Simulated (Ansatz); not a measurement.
# Dielectric response of CeO2 (111) films, part 2 of 2

Wanted: ε of fluorite CeO2 (111) by finite fields on slabs, and the band edges against the vacuum where run.

Ansatz 0.2.0; plane-wave DFT, PBEsol, Ansatz PAW.

So far, gap on the k-mesh (eV): step 2 (relaxation, 6 atoms, units 2) 1.90; step 10 (single point, 9 atoms, units 3, field 0.1 V/Å) 1.93; step 11 (single point, 9 atoms, units 3, field -0.1 V/Å) 1.93; step 13 (field on, atoms free, 9 atoms, units 3, field 0.05 V/Å) 1.94; step 14 (relaxing in the field, 9 atoms, units 3, field -0.05 V/Å) 1.94.

### Step 16. Relaxation, 15 atoms, units 5

This step: plane-wave DFT, PBEsol, Ansatz PAW (Ansatz 0.2.0).

System of this step: CeO2 (111), 5 units. The cell holds 15 atoms: 10 O and 5 Ce. Its edges and angles: a = 3.825 Å, b = 3.825 Å, c = 32.056 Å, α = 90.0°, β = 90.0°, γ = 120.0°. It derives from CeO2 (fluorite CeO2). Vacuum lies along c.

Contents of input.yaml:

```yaml
crystal:
  lattice:
    - [3.82544769, 0.0, 0.0]
    - [-1.91272384, 3.31293488, 0.0]
    - [0.0, 0.0, 32.0555923034]
  atoms:
    - { symbol: O, position: [0.66666667, 0.33333333, 0.2807622431] }
    - { symbol: Ce, position: [0.33333333, 0.66666667, 0.3051219939] }
    - { symbol: O, position: [0.0, 0.0, 0.3294817447] }
    - { symbol: O, position: [0.33333333, 0.66666667, 0.3782012462] }
    - { symbol: Ce, position: [0.0, 0.0, 0.4025609969] }
    - { symbol: O, position: [0.66666667, 0.33333333, 0.4269207477] }
    - { symbol: O, position: [0.0, 0.0, 0.4756402492] }
    - { symbol: Ce, position: [0.66666667, 0.33333333, 0.5] }
    - { symbol: O, position: [0.33333333, 0.66666667, 0.5243597508] }
    - { symbol: O, position: [0.66666667, 0.33333333, 0.5730792523] }
    - { symbol: Ce, position: [0.33333333, 0.66666667, 0.5974390031] }
    - { symbol: O, position: [0.0, 0.0, 0.6217987538] }
    - { symbol: O, position: [0.33333333, 0.66666667, 0.6705182553] }
    - { symbol: Ce, position: [0.0, 0.0, 0.6948780061] }
    - { symbol: O, position: [0.66666667, 0.33333333, 0.7192377569] }
kpoints:
  mp_grid: { grid: [12, 12, 1] }
hamiltonian:
  xc: pbesol
scf:
  occupations: { method: fixed }
  convergence: { dr2_threshold: 1.0e-09 }
efield:
  axis: 3
  dipole_correction: true
  ramp_position: 0.97
  ramp_width: 0.06
relax:
  f_tol: 0.003
  max_steps: 100
output:
  eigenvalues: true
  dos: { projected: true, e_range: [-7, 7] }
  write_potential: true
  write_density: true
  volumetric_format: npy
checkpoint:
  write: rel5.run
  compress: false
  write_wavefunctions: false
```

Started as:

```sh
$ ansatz run input.yaml --threads 4 --pin off --max-ram 12288MiB --backend cpu --events-out ev --progress --plain --runs-dir out
```

Run time: 2.7 min. Hardware: 4 threads of Arm Neoverse V1, shared host; peak memory 1.2 GiB; 11 min of CPU time.

Step by step:

```csv
step,energy less that of the first step (eV),largest force component (eV/Å)
1,0.0000,0.2118
2,-0.0143,0.2310
3,-0.0239,0.0499
4,-0.0243,0.0105
5,-0.0243,0.0004
```

Forces are held to the 6 operations that the program found; a distortion that breaks them can't arise in this run.

The atoms that moved most (Å):

```csv
atom,dx,dy,dz,length
O1,0.000,0.000,0.086,0.086
O15,0.000,0.000,-0.086,0.086
O13,0.000,0.000,-0.053,0.053
O3,0.000,0.000,0.053,0.053
Ce2,0.000,0.000,0.053,0.053
Ce14,0.000,0.000,-0.053,0.053
Ce5,0.000,0.000,0.013,0.013
Ce11,0.000,0.000,-0.013,0.013
```

Running mean over 3.123 Å of the planar mean; the ramp of the sawtooth is left out. Electron's electrostatic potential energy less the highest filled level against z:

z (Å), electron's electrostatic potential energy less the highest filled level (eV) and a bar from the least value:
```
        4       6.32 ##############################
        5       6.31 ##############################
        6       6.30 ##############################
        7       5.92 #############################
        8       2.03 ###################
        9      -3.25 #####
       10      -5.12 #
       11      -5.39 
       12      -5.39 
       13      -5.24 
       14      -5.28 
       15      -5.30 
       16      -5.24 
       17      -5.29 
       18      -5.29 
       19      -5.24 
       20      -5.38 
       21      -5.38 
       22      -5.14 #
       23      -3.50 #####
       24       1.72 ##################
       25       5.83 #############################
       26       6.29 ##############################
       27       6.31 ##############################
       28       6.32 ##############################
```

The relaxation took 5 steps and lowered the energy by 0.024 eV; the largest force on the free atoms ends at 3.9e-4 eV/Å.

The gap is 1.95 eV, with the valence edge 6.32 eV and the conduction edge 4.37 eV under the upper vacuum level.

### Step 17. Single point, 15 atoms, units 5, field 0.1 V/Å

Contents of input.yaml:

```yaml
crystal:
  lattice:
    - [3.8254476898, -2.9e-09, 0.0]
    - [-1.9127238424, 3.3129348816, 0.0]
    - [0.0, 0.0, 32.0555923034]
  atoms:
    - { symbol: O, position: [0.6666666667, 0.3333333333, 0.2834412844] }
    - { symbol: Ce, position: [0.3333333333, 0.6666666667, 0.3067831734] }
    - { symbol: O, position: [0.0, 0.0, 0.3311501169] }
    - { symbol: O, position: [0.3333333333, 0.6666666667, 0.3783309782] }
    - { symbol: Ce, position: [0.0, 0.0, 0.4029789891] }
    - { symbol: O, position: [0.6666666667, 0.3333333333, 0.427177688] }
    - { symbol: O, position: [0.0, 0.0, 0.475804485] }
    - { symbol: Ce, position: [0.6666666667, 0.3333333333, 0.5000000008] }
    - { symbol: O, position: [0.3333333333, 0.6666666667, 0.524195515] }
    - { symbol: O, position: [0.6666666667, 0.3333333333, 0.5728223128] }
    - { symbol: Ce, position: [0.3333333333, 0.6666666667, 0.5970210129] }
    - { symbol: O, position: [0.0, 0.0, 0.6216690168] }
    - { symbol: O, position: [0.3333333333, 0.6666666667, 0.6688498772] }
    - { symbol: Ce, position: [0.0, 0.0, 0.6932168279] }
    - { symbol: O, position: [0.6666666667, 0.3333333333, 0.7165587217] }
kpoints:
  mp_grid: { grid: [12, 12, 1] }
hamiltonian:
  xc: pbesol
scf:
  occupations: { method: fixed }
  convergence: { dr2_threshold: 1.0e-10 }
efield:
  axis: 3
  dipole_correction: true
  ramp_position: 0.9659
  ramp_width: 0.0683
  amplitude: 0.1
output:
  write_potential: true
  write_density: true
  volumetric_format: npy
```

Wall time 75 s (4 threads); peak memory 1.3 GiB; 4.9 min of CPU time.

The dipole is 0.0956 e·Å, and the gap on the mesh 1.877 eV.

### Step 18. Single point, 15 atoms, units 5, field -0.1 V/Å

input.yaml, as its differences from that of step 17:

```diff
@@ -33,3 +33,3 @@
   ramp_width: 0.0683
-  amplitude: 0.1
+  amplitude: -0.1
 output:
```

Wall time 73 s (4 threads); peak memory 1.3 GiB; 4.8 min of CPU time.

The dipole is -0.0956 e·Å, and the gap on the mesh 1.877 eV.

### Step 19. Response with the atoms held, 15 atoms, units 5

This step: plane-wave DFT, PBEsol, Ansatz PAW; response to a field along the normal, atoms held (Ansatz 0.2.0).

Local field over the applied field, running mean. From the potentials at -0.1 and 0.1 V/Å; running mean over 3.123 Å, taken twice. Table of local field over applied field by z:

```csv
z (Å),local field over applied field
5,0.990
6,0.944
7,0.821
8,0.617
9,0.389
10,0.223
11,0.143
12,0.126
13,0.127
14,0.128
15,0.128
16,0.128
17,0.128
18,0.128
19,0.127
20,0.126
21,0.141
22,0.216
23,0.378
24,0.604
25,0.811
26,0.940
27,0.989
```

The induced dipole is that of a conductor 13.65 Å thick.

### Step 20. Relaxing in the field, 15 atoms, units 5, field 0.05 V/Å

This step: plane-wave DFT, PBEsol, Ansatz PAW (Ansatz 0.2.0).

input.yaml, as its differences from that of step 18:

```diff
@@ -31,5 +31,8 @@
   dipole_correction: true
-  ramp_position: 0.9659
-  ramp_width: 0.0683
-  amplitude: -0.1
+  ramp_position: 0.97
+  ramp_width: 0.06
+  amplitude: 0.05
+relax:
+  f_tol: 0.0006
+  max_steps: 70
 output:
```

It took 2.2 min on 4 threads; peak memory 1.1 GiB; 8.7 min of CPU time.

The relaxation took 4 steps and lowered the energy by 1.6e-4 eV; the largest force on the free atoms ends at 3.5e-4 eV/Å.

The dipole is 0.0542 e·Å, and the gap on the mesh 1.944 eV.

### Step 21. Field on, atoms free, 15 atoms, units 5, field -0.05 V/Å

input.yaml, as its differences from that of step 20:

```diff
@@ -33,3 +33,3 @@
   ramp_width: 0.06
-  amplitude: 0.05
+  amplitude: -0.05
 relax:
```

The job ended after 2.2 min (4 threads; peak memory 1.1 GiB; 8.8 min of CPU time).

The relaxation took 4 steps and lowered the energy by 1.6e-4 eV; the largest force on the free atoms ends at 3.5e-4 eV/Å.

The dipole is -0.0542 e·Å, and the gap on the mesh 1.944 eV.

### Step 22. Response with the atoms relaxed, 15 atoms, units 5

This step: plane-wave DFT, PBEsol, Ansatz PAW; response to a field along the normal, atoms relaxed (Ansatz 0.2.0).

Local field over the applied field, running mean. From the potentials at -0.05 and 0.05 V/Å; running mean over 3.123 Å, taken twice. The local field over applied field by z:

```csv
z (Å),local field over applied field
4.5,0.996
5.0,0.989
5.5,0.964
6.0,0.927
6.5,0.888
7.0,0.801
7.5,0.669
8.0,0.528
8.5,0.400
9.0,0.295
9.5,0.168
10.0,0.0741
10.5,0.0434
11.0,0.0351
11.5,0.0291
12.0,0.0154
12.5,0.0185
13.0,0.0333
13.5,0.0356
14.0,0.0353
14.5,0.0350
15.0,0.0357
15.5,0.0356
16.0,0.0347
16.5,0.0355
17.0,0.0357
17.5,0.0350
18.0,0.0352
18.5,0.0356
19.0,0.0341
19.5,0.0203
20.0,0.0145
20.5,0.0281
21.0,0.0344
21.5,0.0419
22.0,0.0684
22.5,0.154
23.0,0.283
23.5,0.388
24.0,0.513
24.5,0.654
25.0,0.787
25.5,0.881
26.0,0.923
26.5,0.960
27.0,0.988
27.5,0.996
```

The induced dipole is that of a conductor 15.49 Å thick.

### Step 23. Electronic ε from the series

This step: plane-wave DFT, PBEsol, Ansatz PAW; permittivity from the thickness series, atoms held (Ansatz 0.2.0).

Each added layer adds t(1 − 1/ε) to the dipole term, so the slope against thickness gives ε without a choice of where the film ends.

This step gave:

```yaml
slope: 0.8720
intercept_of_the_fit: 1.544 Å
eps_of_the_interior: 7.813
```

Table of equivalent conductor thickness by distance between the outer atoms:

```csv
distance between the outer atoms (Å),equivalent conductor thickness (Å)
4.55,5.51
7.67,8.23
13.88,13.7
```

By hand, from the thinnest and the thickest film: slope = (13.651 − 5.514) / (13.884 − 4.553) = 0.872, so ε = 1/(1 − 0.872) = 7.81.

### Step 24. Static ε from the series

This step: plane-wave DFT, PBEsol, Ansatz PAW; permittivity from the thickness series, atoms relaxed (Ansatz 0.2.0).

The same fit for the relaxed films. The nearer its slope lies to 1, the more ε hangs on small errors.

This step gave:

```yaml
slope: 0.9651
intercept_of_the_fit: 2.088 Å
eps_of_the_interior: 28.65
```

The equivalent conductor thickness by distance between the outer atoms:

```csv
distance between the outer atoms (Å),equivalent conductor thickness (Å)
4.55,6.48
7.67,9.48
13.88,15.5
```

By hand, from the thinnest and the thickest film: slope = (15.487 − 6.482) / (13.884 − 4.553) = 0.965, so ε = 1/(1 − 0.965) = 28.6. One nm of such a film has the capacitance of 3.9/28.6 = 0.14 nm of SiO₂ (its equivalent oxide thickness).

### Step 25. The same run with other settings

This step: plane-wave DFT, PBEsol, Ansatz PAW (Ansatz 0.2.0).

System of this step: CeO2 (111), 2 units. The cell holds 6 atoms: 4 O and 2 Ce. Its edges and angles: a = 3.825 Å, b = 3.825 Å, c = 22.685 Å, α = 90.0°, β = 90.0°, γ = 120.0°. It derives from CeO2 (fluorite CeO2). Vacuum lies along c.

A run with a changed input: it repeats the earlier run at 0.1 V/Å, 2 units with scf.lower_state_search to light, scf.mixing.algorithm to msr1, scf.mixing.beta to 0.3, scf.mixing.ndim to 8 and kpoints.mp_grid.grid from [12, 12, 1] to [18, 18, 1].

Contents of input.yaml:

```yaml
crystal:
  lattice:
    - [3.8254476898, -2.9e-09, 0.0]
    - [-1.9127238424, 3.3129348816, 0.0]
    - [0.0, 0.0, 22.6851974345]
  atoms:
    - { symbol: O, position: [0.6666666667, 0.3333333333, 0.3996512748] }
    - { symbol: Ce, position: [0.3333333333, 0.6666666667, 0.4325360557] }
    - { symbol: O, position: [0.0, 0.0, 0.4675528022] }
    - { symbol: O, position: [0.3333333333, 0.6666666667, 0.5324471852] }
    - { symbol: Ce, position: [0.0, 0.0, 0.5674639512] }
    - { symbol: O, position: [0.6666666667, 0.3333333333, 0.6003487309] }
kpoints:
  mp_grid: { grid: [18, 18, 1] }
hamiltonian:
  xc: pbesol
scf:
  occupations: { method: fixed }
  convergence: { dr2_threshold: 1.0e-10 }
  lower_state_search: light
  mixing: { algorithm: msr1, beta: 0.3, ndim: 8 }
efield:
  axis: 3
  dipole_correction: true
  ramp_position: 0.9527
  ramp_width: 0.0945
  amplitude: 0.1
output:
  write_potential: true
  write_density: true
  volumetric_format: npy
```

Run time: 19 s. Hardware: 4 threads; peak memory 0.72 GiB.

Numbers from this step:

* gap on the k-mesh: 1.895 eV
* dipole along the normal: 0.03862 e·Å

```csv
quantity,this run,earlier run,difference
dipole along the normal (e·Å),0.03862,0.03862,-1.4e-6
gap on the k-mesh (eV),1.895,1.899,-0.0034
```

Nothing in the table moves by 0.01 in its unit (for the dipole 0.5 % and 5e-5 e·Å). The run took 18 SCF cycles against 19.

### Step 26. The same run with other settings

Another changed input: it repeats the earlier run at 0.1 V/Å, 2 units with crystal.symmetry to detect: false and scf.mixing.preconditioner to kerker_dos.

input.yaml, as its differences from that of step 25:

```diff
@@ -12,4 +12,5 @@
     - { symbol: O, position: [0.6666666667, 0.3333333333, 0.6003487309] }
+  symmetry: { detect: false }
 kpoints:
-  mp_grid: { grid: [18, 18, 1] }
+  mp_grid: { grid: [12, 12, 1] }
 hamiltonian:
@@ -19,4 +20,3 @@
   convergence: { dr2_threshold: 1.0e-10 }
-  lower_state_search: light
-  mixing: { algorithm: msr1, beta: 0.3, ndim: 8 }
+  mixing: { preconditioner: kerker_dos }
 efield:
```

Run time: 79 s. Hardware: 4 threads; peak memory 0.99 GiB; 5.2 min of CPU time.

Read from the output:

* gap on the k-mesh: 1.899 eV

```csv
quantity,this run,earlier run,difference
dipole along the normal (e·Å),0.03862,0.03862,-3.3e-6
gap on the k-mesh (eV),1.899,1.899,-4.3e-7
```

Nothing in the table moves by 0.01 in its unit (for the dipole 0.5 % and 5e-5 e·Å). The run took 65 SCF cycles against 19.

### Step 27. What came out

```
electronic ε from the thickness series : 7.81
static ε from the thickness series     : 28.6
local electronic ε, middle of 5 units  : 7.82
```

What this shows: The films give an electronic ε of 7.81 and a static ε of 28.6. The slope of the series and the field inside the thickest film give 7.81 and 7.82, in agreement. Ions raise ε from 7.81 to 28.6. A static value this large rests on a slope near 1, so small errors in the relaxed forces change it much, and it depends strongly on the in-plane lattice constant. The in-plane lattice constants are held at typed bulk values. Semilocal functionals tend to overestimate the electronic ε a little.

[Long decimals in the printed logs are rounded to 6 places.]

[Logs are printed without paths, hosts, clocks, repeated set-up lines and the standing remarks that a program may print on its own settings, such as how far it seeks lower states.]

[Hosts, paths, dates, database ids (printed as entryN), source tags and the programs' standing remarks are cut or masked in the printed files.]

[Maps of the electrostatic potential energy from Ansatz leave out the sawtooth potential of an applied field or a dipole correction, so their vacuum need not be flat; planar profiles and work functions include it.]
